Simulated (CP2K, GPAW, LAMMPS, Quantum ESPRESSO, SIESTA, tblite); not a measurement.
**Other levels on glassy 29TiO2-71Al2O3 (mol %) (137 atoms)**

Density of this cell: 3.31 g/cm³. The cell holds 137 atoms: 9 Ti, 44 Al and 84 O. Cell: a = 11.416 Å, b = 11.416 Å, c = 11.416 Å, α = 90.0°, β = 90.0°, γ = 90.0°. 137 atoms (9 Ti, 44 Al, 84 O) placed at random at 3.12 g/cm³, melted at 4000 K for 10 ps at fixed volume with the Morse and Coulomb pair potential with partial charges (Pedone, Malavasi, Menziani, Cormack and Segre, J. Phys. Chem. B 110, 11780 (2006)). Quenched from 4000 K to 300 K at 100 K/ps and fixed volume, held 10 ps at zero pressure.

Geometry: as built.

The reference, a calculation:

```
method                                           : Kohn-Sham DFT, PBE, SSSP efficiency 1.3.0 pseudopotentials, plane waves (Quantum ESPRESSO 7.5); sssp-pbe-1.3.0-efficiency, cutoffs 60/480 Ry, Γ point
r.m.s. force component                           : 1.142 eV/Å
longest force                                    : 4.945 eV/Å
pressure                                         : 12.05 GPa
gap (highest filled to lowest empty level) : 2.123 eV
time                                             : 11 min on 4 MPI ranks of Arm Neoverse V1, shared host
CPU time                                         : 43 min
```

**Question.** The same geometry is run in other programs. How far does each lie from the reference, and what does it cost?
- CP2K GFN1-xTB, OT DIIS (CP2K 2026.2; 1 thread)
- SIESTA PBE, SZP, shift 0.01 Ry, mesh 500 Ry (SIESTA 5.4.2; 2 MPI ranks)
- CP2K PBE, DZVP-MOLOPT-SR, 400/50 Ry, OT DIIS (CP2K 2026.2; 4 MPI ranks)
- CP2K PBE+D4, DZVP-MOLOPT-SR, 800/50 Ry, OT DIIS (CP2K 2026.2; 4 MPI ranks)
- GPAW PBE, LCAO dzp, h 0.18 Å (GPAW 26.7.0; 2 MPI ranks)
- SIESTA PBE, DZP, shift 0.01 Ry, mesh 200 Ry (SIESTA 5.4.2; 4 MPI ranks)
- CP2K PBE, DZVP-MOLOPT-SR, 800/50 Ry, diagonalisation (CP2K 2026.2; 4 MPI ranks)
- SIESTA PBE, SZ, shift 0.01 Ry, mesh 500 Ry (SIESTA 5.4.2; 1 thread)
- SIESTA PBE, SZ, shift 0.02 Ry, mesh 500 Ry (SIESTA 5.4.2; 1 thread)
- SIESTA PBE, DZP, shift 0.01 Ry, mesh 500 Ry (SIESTA 5.4.2; 4 MPI ranks)

Differences are against the plane-wave reference, forces as r.m.s. over components; share is that over the reference's r.m.s. force, slope the least-squares factor from reference forces to these. Total energies of different programs have different zeros and aren't compared.

| run | Δ force, r.m.s. (meV/Å) | share (%) | slope | Δ pressure (GPa) | Δ gap (eV) | cores | CPU time | memory (GiB) |
| --- | --- | --- | --- | --- | --- | --- | --- | --- |
| reference | - | - | - | - | - | 4 | 43 min | 6.2 |
| CP2K GFN1-xTB, OT DIIS | 930 | 81.4 | 0.512 | -65.9 | - | 1 | 40 s | 1.2 |
| SIESTA PBE, SZP, shift 0.01 Ry, mesh 500 Ry (coarse) | 270 | 23.6 | 1.167 | 6.11 | -0.216 | 2 | 18 min | 3.4 |
| CP2K PBE, DZVP-MOLOPT-SR, 400/50 Ry, OT DIIS (coarse) | 114 | 9.97 | 0.962 | -0.799 | -0.0925 | 4 | 17 min | 3.1 |
| CP2K PBE+D4, DZVP-MOLOPT-SR, 800/50 Ry, OT DIIS | 83.2 | 7.28 | 0.960 | -4.08 | -0.0919 | 4 | 21 min | 5.1 |
| GPAW PBE, LCAO dzp, h 0.18 Å | 185 | 16.2 | 1.079 | - | -0.102 | 2 | 15 min | 3.2 |
| SIESTA PBE, DZP, shift 0.01 Ry, mesh 200 Ry | 128 | 11.2 | 1.060 | 2.05 | -0.194 | 4 | 7.1 min | 2.0 |
| CP2K PBE, DZVP-MOLOPT-SR, 800/50 Ry, diagonalisation | 85.4 | 7.47 | 0.962 | -0.826 | -0.0927 | 4 | 11 min | 8.5 |
| SIESTA PBE, SZ, shift 0.01 Ry, mesh 500 Ry (coarse) | 588 | 51.4 | 1.241 | 9.25 | -0.161 | 1 | 7.8 min | 1.6 |
| SIESTA PBE, SZ, shift 0.02 Ry, mesh 500 Ry (coarse) | 544 | 47.6 | 1.218 | -0.545 | -0.0686 | 1 | 4.4 min | 1.3 |
| SIESTA PBE, DZP, shift 0.01 Ry, mesh 500 Ry | 128 | 11.2 | 1.060 | 2.09 | -0.194 | 4 | 21 min | 4.3 |

Rows marked coarse were listed beforehand as settings not expected to be converged; some can still land near the reference.

CPU time is summed over cores on a shared host, where runs went side by side, so it is rough. Symmetry, cutoffs, thresholds, outputs and thread counts weren't matched or tuned between programs; memory under MPI is the largest rank's times the ranks.

The PBE runs in local orbitals, coarse settings apart, differ by 7.5 % (CP2K PBE, DZVP-MOLOPT-SR, 800/50 Ry, diagonalisation) to 16 % (GPAW PBE, LCAO dzp, h 0.18 Å); basis, grid and potentials can all enter. Tight binding differs by 81 % (CP2K GFN1-xTB, OT DIIS); it is another model, with fitted parameters of its own, and the xTB methods hold dispersion. Rows with another functional or a dispersion term differ by 7.3 % (CP2K PBE+D4, DZVP-MOLOPT-SR, 800/50 Ry, OT DIIS), which mixes the change of model with differences of basis and potentials. Runs with settings chosen to be coarse differ by 10.0 % (CP2K PBE, DZVP-MOLOPT-SR, 400/50 Ry, OT DIIS) to 51 % (SIESTA PBE, SZ, shift 0.01 Ry, mesh 500 Ry), their programs' other errors included. Periodic xTB results under one method name differ between programs and library versions. The network of bonds at the start is that of the classical potential that made the cell, and needn't be the one that DFT or experiment would give. The electronic-structure runs sample only Γ, in a cell whose shortest periodic width is 11 Å.

[Logs are printed without paths, hosts, clocks, repeated set-up lines and the standing remarks that a program may print on its own settings, such as how far it seeks lower states.]

[Hosts, paths, dates, database ids (printed as entryN), source tags and the programs' standing remarks are cut or masked in the printed files.]
